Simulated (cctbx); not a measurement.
**What is wrong with this refinement?**

Cell a = 6.2370 Å, b = 6.2370 Å, c = 11.3240 Å, α = 90.00°, β = 90.00°, γ = 90.00°; space group I4/mcm (no. 140). The compound is V5B2Pb.

The data are simulated with cctbx, not measured: Mo Kα, λ = 0.71073 Å, to d = 0.7 Å, 70 % of the full sphere, strongest reflection 20000 counts, noise from counting, a 6 % proportional error and a noise floor of 2 counts (s.d.); no absorption.

An anisotropic refinement with weights 1/σ² prints:

```text
Rint 0.046, 199 unique reflections to 0.70 A
cycle     R1     wR2    GooF  max shift (A)
   1  0.0221  0.0695   2.619   0.00193
   2  0.0150  0.0460   1.731   0.00000
final R1 0.0150 wR2 0.0460 GooF 1.731  parameters 14  data/parameter 14.2
atom        x        y        z      Ueq    occ   su(xyz)  su(Uiso or U11)
Pb1    0.50000  0.50000  0.25000   0.0026  1.000  0.00000  0.0002
V1     0.66422  0.16422  0.36259   0.0026  1.000  0.00009  0.0002
V2     0.50000  0.50000  0.00000   0.0041  1.000  0.00000  0.0006
B1     0.87248  0.62752  0.00000   0.0059  1.000  0.00080  0.0017
difference map: max 1.20 min -2.58 rms 0.29
Q1    0.2046  0.2954  0.3582   16    1.26  0.36 A from V1
Q2    0.0000  0.0000  0.0000    4    1.10  0.00 A from V2
Q3    0.2500  0.2500  0.2500    8    0.88  1.48 A from V1
Q4    0.1667  0.3333  0.4028   16    0.78  0.46 A from V1
Q5    0.0026  0.1951  0.0000   16    0.66  1.22 A from V2
Q6    0.0000  0.0000  0.1899    8    0.64  0.68 A from Pb1
```

**Question.** Can this result stand? If not, what is the likely fault?

Mend it. The fault: anomalous dispersion left out. Against the right model at the same level, R1 goes from 0.0107 to 0.0150 and GooF from 0.98 to 1.73 and U of V1 shrinks from 0.0049 to 0.0026 Å². No atom is wrong: without f′ and f″ the atoms near an edge get the wrong scattering power, which U and the scale absorb. The signs are weak, and the output alone doesn't single this fault out.

The compound is V5B2Pb. The right model at the same level gives:

```text
Rint 0.046, 199 unique reflections to 0.70 A
cycle     R1     wR2    GooF  max shift (A)
   1  0.0200  0.0540   2.034   0.00105
   2  0.0107  0.0260   0.980   0.00001
final R1 0.0107 wR2 0.0260 GooF 0.980  parameters 14  data/parameter 14.2
atom        x        y        z      Ueq    occ   su(xyz)  su(Uiso or U11)
Pb1    0.50000  0.50000  0.25000   0.0017  1.000  0.00000  0.0001
V1     0.66428  0.16428  0.36251   0.0049  1.000  0.00005  0.0001
V2     0.50000  0.50000  0.00000   0.0059  1.000  0.00000  0.0003
B1     0.87233  0.62767  0.00000   0.0059  1.000  0.00044  0.0010
difference map: max 0.77 min -1.12 rms 0.20
Q1    0.2500  0.2500  0.2500    8    0.77  1.48 A from V1
Q2    0.0000  0.5000  0.4256    8    0.67  1.41 A from B1
Q3    0.0000  0.0000  0.1966    8    0.57  0.60 A from Pb1
Q4    0.1488  0.1462  0.2229   32    0.55  1.34 A from Pb1
Q5    0.0047  0.1909  0.0000   16    0.54  1.19 A from V2
Q6    0.0804  0.4196  0.1537   16    0.52  1.62 A from V1
```

The model was made for the exercise: a known structure type with other elements put in, its volume estimated, not relaxed; displacement parameters are assumed.

[Middle refinement cycles are left out of these outputs.]

[Logs are printed without paths, hosts, clocks, repeated set-up lines and the standing remarks that a program may print on its own settings, such as how far it seeks lower states.]
